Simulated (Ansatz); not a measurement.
# Work function of Sr(110): what the settings cost and change, part 2 of 2

Aim: the work function of Sr(110) against thickness and vacuum, with the cost.

Ansatz 0.2.0; plane-wave DFT, PBE, Ansatz PAW.

So far, work function, upper face (eV): step 2 (run, setting 1 layer) 2.46; step 3 (slab, 2 atoms) 2.61; step 4 (run, 3 atoms) 2.59; step 5 (run, 4 atoms) 2.56; step 6 (run, 5 atoms) 2.60.

## 7. Slab, 6 atoms

System of this step: Sr(110). The cell holds 6 atoms: 6 Sr. Its edges and angles: a = 6.080 Å, b = 4.299 Å, c = 28.748 Å, α = 90.0°, β = 90.0°, γ = 90.0°. Vacuum lies along c.

File input.yaml:

```yaml
crystal:
  lattice:
    - [6.08, 0.0, 0.0]
    - [0.0, 4.2992092296, 0.0]
    - [0.0, 0.0, 28.748023074]
  atoms:
    - { symbol: Sr, position: [0.5, 0.5, 0.3130650054] }
    - { symbol: Sr, position: [0.0, 0.0, 0.3878390033] }
    - { symbol: Sr, position: [0.5, 0.5, 0.4626130011] }
    - { symbol: Sr, position: [0.0, 0.0, 0.5373869989] }
    - { symbol: Sr, position: [0.5, 0.5, 0.6121609967] }
    - { symbol: Sr, position: [0.0, 0.0, 0.6869349946] }
kpoints:
  mp_grid: { grid: [7, 10, 1] }
hamiltonian:
  xc: pbe
scf:
  occupations: { method: fermi_dirac, width: 0.1 }
  convergence: { dr2_threshold: 1.0e-09 }
efield:
  axis: 3
  dipole_correction: true
  ramp_position: 0.97
  ramp_width: 0.06
output:
  write_potential: true
  write_density: true
  volumetric_format: npy
```

Command:

```bash
> ansatz run input.yaml --threads 2 --pin off --max-ram 3072MiB --backend cpu --events-out ev --progress --plain --runs-dir out
```

Numbers of over 12 decimals in the logs are rounded to 6 here.

Output:

```text
[...]
Crystal: 6 atoms, lattice volume = 751.450 Å³
Basis set: ecut = 420 eV, 14739 PW (Γ)
Bands: 36, of which v1, the nominal top of the filled ones, is band 30 counted from 1 (29 counted from 0)
Symmetry: 4 space group operations
k-points: 24 of 70
[...]
k-point 0: bands = [... 26 lower, -1.1888, -0.2244, 0.4454, 0.6388, 0.8969, 1.1454, 1.5527, 1.6399, ... 8 higher]
  k-point 1: bands = [... 26 lower, -1.0943, -0.1384, 0.5320, 0.7140, 0.9575, 1.1903, 1.5780, 1.5994, ... 8 higher]
  k-point 2: bands = [... 26 lower, -0.8268, 0.0887, 0.7586, 0.8455, 1.1553, 1.2644, 1.5000, 1.5819, ... 8 higher]
  k-point 23: bands = [... 26 lower, 0.4888, 0.4888, 0.8887, 0.8887, 0.9104, 0.9104, 1.1978, 1.1978, ... 8 higher]
[key lines of the parts left out:]
SCF converged after 10 iterations
Free energy (F): -21264.140563 eV
Fermi energy:    0.854859 eV
Dipole field:    D = 0.000001 V/Å  (p = 0.000006 e·Å, saw-weighted, corrected)
Work function:   Φ+ = 2.5951 eV   Φ− = 2.5951 eV
```

Run time: 2.3 min. Hardware: 2 threads of Arm Neoverse N1, shared host; peak memory 1.2 GiB; 4.1 min of CPU time.

The work function is 2.595 eV, -0.009 eV from the run “5 layers”, at 1.3 times its CPU time.

## 8. Slab, 8 atoms

System of this step: Sr(110). The cell holds 8 atoms: 8 Sr. Cell: a = 6.080 Å, b = 4.299 Å, c = 33.047 Å, α = 90.0°, β = 90.0°, γ = 90.0°. Vacuum lies along c.

input.yaml, the sections that differ from step 7:

```yaml
crystal:
  lattice:
    - [6.08, 0.0, 0.0]
    - [0.0, 4.2992092296, 0.0]
    - [0.0, 0.0, 33.0472323036]
  atoms:
    - { symbol: Sr, position: [0.5, 0.5, 0.272337481] }
    - { symbol: Sr, position: [0.0, 0.0, 0.337383915] }
    - { symbol: Sr, position: [0.5, 0.5, 0.402430349] }
    - { symbol: Sr, position: [0.0, 0.0, 0.467476783] }
    - { symbol: Sr, position: [0.5, 0.5, 0.532523217] }
    - { symbol: Sr, position: [0.0, 0.0, 0.597569651] }
    - { symbol: Sr, position: [0.5, 0.5, 0.662616085] }
    - { symbol: Sr, position: [0.0, 0.0, 0.727662519] }
# kpoints, hamiltonian, scf, efield, output: as in step 7
```

Output:

```text
[...]
Crystal: 8 atoms, lattice volume = 863.828 Å³
Basis set: ecut = 420 eV, 16949 PW (Γ)
Bands: 48, of which v1, the nominal top of the filled ones, is band 40 counted from 1 (39 counted from 0)
Symmetry: 4 space group operations
k-points: 24 of 70
[...]
k-point 0: bands = [... 36 lower, 0.2494, 0.8820, 0.9878, 1.2040, 1.5087, 1.6159, 1.7672, 2.1617, ... 12 higher]
  k-point 1: bands = [... 36 lower, 0.3329, 0.9729, 1.0602, 1.2748, 1.5766, 1.6607, 1.8066, 2.1200, ... 12 higher]
  k-point 2: bands = [... 36 lower, 0.5525, 1.1930, 1.2421, 1.4224, 1.7571, 1.7584, 1.8572, 2.0169, ... 12 higher]
  k-point 23: bands = [... 36 lower, 1.2241, 1.2241, 1.4252, 1.4252, 1.4366, 1.4366, 1.4897, 1.4897, ... 12 higher]
[key lines of the parts left out:]
SCF converged after 10 iterations
Free energy (F): -28352.625819 eV
Fermi energy:    1.380678 eV
Dipole field:    D = -0.000000 V/Å  (p = -0.000002 e·Å, saw-weighted, corrected)
Work function:   Φ+ = 2.5961 eV   Φ− = 2.5961 eV
```

The job ended after 3.7 min (2 threads; peak memory 1.6 GiB).

The work function is 2.596 eV, +0.001 eV from the run “6 layers”, at 1.6 times its CPU time.

## 9. Slab, 10 atoms

System of this step: Sr(110). The cell holds 10 atoms: 10 Sr. Cell: a = 6.080 Å, b = 4.299 Å, c = 37.346 Å, α = 90.0°, β = 90.0°, γ = 90.0°. Vacuum lies along c.

input.yaml, the sections that differ from step 8:

```yaml
crystal:
  lattice:
    - [6.08, 0.0, 0.0]
    - [0.0, 4.2992092296, 0.0]
    - [0.0, 0.0, 37.3464415333]
  atoms:
    - { symbol: Sr, position: [0.5, 0.5, 0.2409868151] }
    - { symbol: Sr, position: [0.0, 0.0, 0.2985453006] }
    - { symbol: Sr, position: [0.5, 0.5, 0.3561037862] }
    - { symbol: Sr, position: [0.0, 0.0, 0.4136622717] }
    - { symbol: Sr, position: [0.5, 0.5, 0.4712207572] }
    - { symbol: Sr, position: [0.0, 0.0, 0.5287792428] }
    - { symbol: Sr, position: [0.5, 0.5, 0.5863377283] }
    - { symbol: Sr, position: [0.0, 0.0, 0.6438962138] }
    - { symbol: Sr, position: [0.5, 0.5, 0.7014546994] }
    - { symbol: Sr, position: [0.0, 0.0, 0.7590131849] }
# kpoints, hamiltonian, scf, efield, output: as in step 8
```

Output:

```text
[...]
Crystal: 10 atoms, lattice volume = 976.206 Å³
Basis set: ecut = 420 eV, 19119 PW (Γ)
Bands: 60, of which v1, the nominal top of the filled ones, is band 50 counted from 1 (49 counted from 0)
Symmetry: 4 space group operations
k-points: 24 of 70
[...]
k-point 0: bands = [... 46 lower, 1.2272, 1.2697, 1.4916, 1.7431, 1.8008, 2.0446, 2.1746, 2.2303, ... 16 higher]
  k-point 1: bands = [... 46 lower, 1.3030, 1.3612, 1.5686, 1.7841, 1.8906, 2.0938, 2.2033, 2.2827, ... 16 higher]
  k-point 2: bands = [... 46 lower, 1.4753, 1.6121, 1.7600, 1.8486, 2.1203, 2.2029, 2.2124, 2.3874, ... 16 higher]
  k-point 23: bands = [... 46 lower, 1.7257, 1.7257, 1.8337, 1.8337, 1.8412, 1.8412, 1.8623, 1.8623, ... 16 higher]
[key lines of the parts left out:]
SCF converged after 10 iterations
Free energy (F): -35441.109374 eV
Fermi energy:    1.788066 eV
Dipole field:    D = 0.000001 V/Å  (p = 0.000006 e·Å, saw-weighted, corrected)
Work function:   Φ+ = 2.5920 eV   Φ− = 2.5921 eV
```

The job ended after 5.7 min (2 threads; peak memory 2.1 GiB).

The work function is 2.592 eV, -0.004 eV from the run “8 layers”, at 1.6 times its CPU time.

## 10. Run, 13 atoms

System of this step: Sr(110). The cell holds 13 atoms: 13 Sr. Cell: a = 6.080 Å, b = 4.299 Å, c = 43.795 Å, α = 90.0°, β = 90.0°, γ = 90.0°. Vacuum lies along c.

input.yaml, the sections that differ from step 9:

```yaml
crystal:
  lattice:
    - [6.08, 0.0, 0.0]
    - [0.0, 4.2992092296, 0.0]
    - [0.0, 0.0, 43.7952553777]
  atoms:
    - { symbol: Sr, position: [0.0, 0.0, 0.205501713] }
    - { symbol: Sr, position: [0.5, 0.5, 0.2545847608] }
    - { symbol: Sr, position: [0.0, 0.0, 0.3036678086] }
    - { symbol: Sr, position: [0.5, 0.5, 0.3527508565] }
    - { symbol: Sr, position: [0.0, 0.0, 0.4018339043] }
    - { symbol: Sr, position: [0.5, 0.5, 0.4509169522] }
    - { symbol: Sr, position: [0.0, 0.0, 0.5] }
    - { symbol: Sr, position: [0.5, 0.5, 0.5490830478] }
    - { symbol: Sr, position: [0.0, 0.0, 0.5981660957] }
    - { symbol: Sr, position: [0.5, 0.5, 0.6472491435] }
    - { symbol: Sr, position: [0.0, 0.0, 0.6963321914] }
    - { symbol: Sr, position: [0.5, 0.5, 0.7454152392] }
    - { symbol: Sr, position: [0.0, 0.0, 0.794498287] }
# kpoints, hamiltonian, scf, efield, output: as in step 9
```

Output:

```text
[...]
Crystal: 13 atoms, lattice volume = 1144.773 Å³
Basis set: ecut = 420 eV, 22405 PW (Γ)
Bands: 78, of which v1, the nominal top of the filled ones, is band 65 counted from 1 (64 counted from 0)
Symmetry: 4 space group operations
k-points: 24 of 70
[...]
k-point 0: bands = [... 61 lower, 1.7747, 1.8371, 2.0533, 2.1782, 2.3198, 2.4523, 2.6182, 2.6360, ... 22 higher]
  k-point 1: bands = [... 61 lower, 1.8468, 1.9228, 2.1212, 2.2256, 2.3970, 2.5101, 2.6616, 2.6669, ... 22 higher]
  k-point 2: bands = [... 61 lower, 2.0509, 2.1477, 2.2750, 2.2949, 2.6029, 2.6167, 2.6748, 2.7388, ... 22 higher]
  k-point 23: bands = [... 61 lower, 2.1797, 2.2624, 2.2878, 2.2947, 2.2982, 2.3005, 2.3182, 2.3216, ... 22 higher]
[key lines of the parts left out:]
SCF converged after 10 iterations
Free energy (F): -46073.835504 eV
Fermi energy:    2.245935 eV
Dipole field:    D = -0.000000 V/Å  (p = -0.000002 e·Å, saw-weighted, corrected)
Work function:   Φ+ = 2.5934 eV   Φ− = 2.5934 eV
```

The job ended after 8.2 min (2 threads; peak memory 2.4 GiB).

The work function is 2.593 eV, +0.001 eV from the run “10 layers”, at 1.5 times its CPU time.

## 11. Slab, 7 atoms

System of this step: Sr(110). The cell holds 7 atoms: 7 Sr. Its edges and angles: a = 6.080 Å, b = 4.299 Å, c = 22.898 Å, α = 90.0°, β = 90.0°, γ = 90.0°. Vacuum lies along c.

input.yaml, the sections that differ from step 10:

```yaml
crystal:
  lattice:
    - [6.08, 0.0, 0.0]
    - [0.0, 4.2992092296, 0.0]
    - [0.0, 0.0, 22.8976276888]
  atoms:
    - { symbol: Sr, position: [0.0, 0.0, 0.2183632326] }
    - { symbol: Sr, position: [0.5, 0.5, 0.312242155] }
    - { symbol: Sr, position: [0.0, 0.0, 0.4061210775] }
    - { symbol: Sr, position: [0.5, 0.5, 0.5] }
    - { symbol: Sr, position: [0.0, 0.0, 0.5938789225] }
    - { symbol: Sr, position: [0.5, 0.5, 0.687757845] }
    - { symbol: Sr, position: [0.0, 0.0, 0.7816367674] }
# kpoints, hamiltonian, scf, efield, output: as in step 10
```

Output:

```text
[...]
Crystal: 7 atoms, lattice volume = 598.525 Å³
Basis set: ecut = 420 eV, 11703 PW (Γ)
Bands: 42, of which v1, the nominal top of the filled ones, is band 35 counted from 1 (34 counted from 0)
Symmetry: 4 space group operations
k-points: 24 of 70
[...]
k-point 0: bands = [... 31 lower, 0.9032, 1.7274, 1.9926, 2.3510, 2.4444, 2.7476, 2.9047, 3.2371, ... 10 higher]
  k-point 1: bands = [... 31 lower, 0.9920, 1.8084, 2.0792, 2.4153, 2.5191, 2.7838, 2.9468, 3.1966, ... 10 higher]
  k-point 2: bands = [... 31 lower, 1.2358, 2.0061, 2.3120, 2.5084, 2.7593, 2.8380, 3.0071, 3.0969, ... 10 higher]
  k-point 23: bands = [... 31 lower, 1.9763, 2.3810, 2.4467, 2.4851, 2.4867, 2.4938, 2.5625, 2.7110, ... 10 higher]
[key lines of the parts left out:]
SCF converged after 10 iterations
Free energy (F): -24808.387076 eV
Fermi energy:    2.440226 eV
Dipole field:    D = 0.000000 V/Å  (p = 0.000001 e·Å, saw-weighted, corrected)
Work function:   Φ+ = 2.5740 eV (in doubt: plateau slope 1.0e-1 eV/Å)   Φ− = 2.5811 eV (in doubt: plateau slope 8.2e-2 eV/Å)
```

Elapsed: 2.1 min, on 2 threads; peak memory 1.1 GiB; 3.8 min of CPU time.

The work function is 2.574 eV. The program marks this work function as in doubt.

## 12. Run, 7 atoms

The cell differs from the one that the last finished run ended in (c 22.898 → 26.898 Å).

input.yaml, the sections that differ from step 11:

```yaml
crystal:
  lattice:
    - [6.08, 0.0, 0.0]
    - [0.0, 4.2992092296, 0.0]
    - [0.0, 0.0, 26.8976276888]
  atoms:
    - { symbol: Sr, position: [0.0, 0.0, 0.2602459994] }
    - { symbol: Sr, position: [0.5, 0.5, 0.3401639996] }
    - { symbol: Sr, position: [0.0, 0.0, 0.4200819998] }
    - { symbol: Sr, position: [0.5, 0.5, 0.5] }
    - { symbol: Sr, position: [0.0, 0.0, 0.5799180002] }
    - { symbol: Sr, position: [0.5, 0.5, 0.6598360004] }
    - { symbol: Sr, position: [0.0, 0.0, 0.7397540006] }
# kpoints, hamiltonian, scf, efield, output: as in step 11
```

Output:

```text
[...]
Crystal: 7 atoms, lattice volume = 703.082 Å³
Basis set: ecut = 420 eV, 13779 PW (Γ)
Bands: 42, of which v1, the nominal top of the filled ones, is band 35 counted from 1 (34 counted from 0)
Symmetry: 4 space group operations
k-points: 24 of 70
[...]
k-point 0: bands = [... 31 lower, 0.1557, 0.9907, 1.2490, 1.6068, 1.6876, 2.0060, 2.1613, 2.4932, ... 10 higher]
  k-point 1: bands = [... 31 lower, 0.2444, 1.0719, 1.3356, 1.6698, 1.7633, 2.0421, 2.2028, 2.4527, ... 10 higher]
  k-point 2: bands = [... 31 lower, 0.4883, 1.2695, 1.5684, 1.7596, 2.0064, 2.0955, 2.2654, 2.3529, ... 10 higher]
  k-point 23: bands = [... 31 lower, 1.2322, 1.6370, 1.7029, 1.7411, 1.7428, 1.7497, 1.8186, 1.9670, ... 10 higher]
[key lines of the parts left out:]
SCF converged after 10 iterations
Free energy (F): -24808.384068 eV
Fermi energy:    1.695606 eV
Dipole field:    D = -0.000000 V/Å  (p = -0.000000 e·Å, saw-weighted, corrected)
Work function:   Φ+ = 2.5856 eV   Φ− = 2.5859 eV
```

Run time: 2.4 min. Hardware: 2 threads; peak memory 1.2 GiB.

The work function is 2.586 eV, +0.012 eV from the run “7 layers, 10 Å of vacuum”, at 1.2 times its CPU time.

## 13. Slab, 7 atoms (run 2)

The cell differs from the one that the last finished run ended in (c 26.898 → 38.898 Å).

input.yaml, the sections that differ from step 12:

```yaml
crystal:
  lattice:
    - [6.08, 0.0, 0.0]
    - [0.0, 4.2992092296, 0.0]
    - [0.0, 0.0, 38.8976276888]
  atoms:
    - { symbol: Sr, position: [0.0, 0.0, 0.3342106132] }
    - { symbol: Sr, position: [0.5, 0.5, 0.3894737421] }
    - { symbol: Sr, position: [0.0, 0.0, 0.4447368711] }
    - { symbol: Sr, position: [0.5, 0.5, 0.5] }
    - { symbol: Sr, position: [0.0, 0.0, 0.5552631289] }
    - { symbol: Sr, position: [0.5, 0.5, 0.6105262579] }
    - { symbol: Sr, position: [0.0, 0.0, 0.6657893868] }
# kpoints, hamiltonian, scf, efield, output: as in step 12
```

Output:

```text
[...]
Crystal: 7 atoms, lattice volume = 1016.753 Å³
Basis set: ecut = 420 eV, 19951 PW (Γ)
Bands: 42, of which v1, the nominal top of the filled ones, is band 35 counted from 1 (34 counted from 0)
Symmetry: 4 space group operations
k-points: 24 of 70
[...]
k-point 1: bands = [... 31 lower, -1.0765, -0.2487, 0.0148, 0.3489, 0.4418, 0.7214, 0.8820, 1.1318, ... 10 higher]
  k-point 2: bands = [... 31 lower, -0.8326, -0.0511, 0.2476, 0.4385, 0.6850, 0.7747, 0.9447, 1.0321, ... 10 higher]
  k-point 23: bands = [... 31 lower, -0.0887, 0.3161, 0.3821, 0.4202, 0.4220, 0.4288, 0.4978, 0.6462, ... 10 higher]
[key lines of the parts left out:]
SCF converged after 10 iterations
Free energy (F): -24808.384000 eV
Fermi energy:    0.374732 eV
Dipole field:    D = -0.000001 V/Å  (p = -0.000004 e·Å, saw-weighted, corrected)
Work function:   Φ+ = 2.5862 eV   Φ− = 2.5862 eV
```

Wall time 3.6 min (2 threads); peak memory 1.7 GiB.

The work function is 2.586 eV, +0.001 eV from the run “7 layers, 14 Å of vacuum”, at 1.5 times its CPU time.

## 14. The series together

Times are for 2 threads of Arm Neoverse N1, shared host. Results by setting:

```
no.                   setting  work function, upper face (eV)     time  memory (GiB)
  1                   1 layer                           2.464     23 s          0.51
  2                  2 layers                           2.613     42 s          0.65
  3                  3 layers                           2.587     59 s          0.76
  4                  4 layers                           2.562     77 s          0.88
  5                  5 layers                           2.604  1.8 min           1.0
  6                  6 layers                           2.595  2.3 min           1.2
  7                  8 layers                           2.596  3.7 min           1.6
  8                 10 layers                           2.592  5.7 min           2.1
  9                 13 layers                           2.593  8.2 min           2.4
 10  7 layers, 10 Å of vacuum                           2.574  2.1 min           1.1
 11  7 layers, 14 Å of vacuum                           2.586  2.4 min           1.2
 12  7 layers, 26 Å of vacuum                           2.586  3.6 min           1.7
```

## 15. A changed input

System of this step: Sr(110) monolayer. The cell holds 1 atom: 1 Sr. Its edges and angles: a = 6.080 Å, b = 4.299 Å, c = 18.000 Å, α = 90.0°, β = 90.0°, γ = 90.0°. Vacuum lies along c.

An input spoilt on purpose, to show how the run answers: it repeats the earlier run “1 layer” with scf.NELM to 0.3, and scf.max_iter set to 60; its output block differs too.

input.yaml, the sections that differ from step 13:

```yaml
crystal:
  lattice:
    - [6.08, 0.0, 0.0]
    - [0.0, 4.2992092296, 0.0]
    - [0.0, 0.0, 18.0]
  atoms:
    - { symbol: Sr, position: [0.5, 0.5, 0.5] }
scf:
  occupations: { method: fermi_dirac, width: 0.1 }
  convergence: { dr2_threshold: 1.0e-09 }
  NELM: 0.3
  max_iter: 60
# kpoints, hamiltonian, efield, output: as in step 13
```

Output:

```text
Error: YAML parse error: error: line 15 column 3: unknown field `NELM`, expected one of max_iter, algorithm, n_extra_bands, self_checks, convergence, lower_state_search, omitted_lower_state_checks, lower_solution_reach, mixing, occupations, eigensolver, initial_density, exx
  --> <input>:15:3
   |
13 |   occupations: { method: fermi_dirac, width: 0.1 }
14 |   convergence: { dr2_threshold: 1.0e-09 }
15 |   NELM: 0.3
   |   ^ unknown field `NELM`, expected one of max_iter, algorithm, n_extra_bands, self_checks, convergence, lower_state_search, omitted_lower_state_checks, lower_solution_reach, mixing, occupations, eigensolver, initial_density, exx
16 |   max_iter: 60
17 | efield:
   |
```

It took 0.02 s on 2 threads; peak memory 0.09 GiB.

The input was rejected at the start.

The program's message: “Error: YAML parse error: error: line 15 column 3: unknown field `NELM`, expected one of max_iter, algorithm, n_extra_bands, self_checks, convergence, lower_state_search, omitted_lower_state_checks, lo …”

The fault put into the input: a keyword of another program.

## 16. What came out

```json
{
 "work function, 1 layer": "2.464 eV",
 "work function, 2 layers": "2.613 eV",
 "work function, 6 layers": "2.595 eV",
 "work function, 13 layers": "2.593 eV"
}
```

**Reading.** The thickest slab gives 2.59 eV, and the settings tried spread the value from 2.46 to 2.61 eV. At 18 Å of vacuum, the slabs from 2 layers on stay within 0.04 eV of the thickest. Going from 10 to 26 Å of vacuum moves it by 0.012 eV. The program marks the value as in doubt in “7 layers, 10 Å of vacuum”. The ladder's slabs use the tabulated experimental lattice constant (two decimals; a low-temperature value for the alkali metals). In 2 runs of the series (7 layers, 10 Å of vacuum and 7 layers, 14 Å of vacuum) the program warns that electrons reach the sawtooth's ramp, which makes dipole and work function less sure.

[Logs are printed without paths, hosts, clocks, repeated set-up lines and the standing remarks that a program may print on its own settings, such as how far it seeks lower states.]

[Hosts, paths, dates, database ids (printed as entryN), source tags and the programs' standing remarks are cut or masked in the printed files.]

[Maps of the electrostatic potential energy from Ansatz leave out the sawtooth potential of an applied field or a dipole correction, so their vacuum need not be flat; planar profiles and work functions include it.]
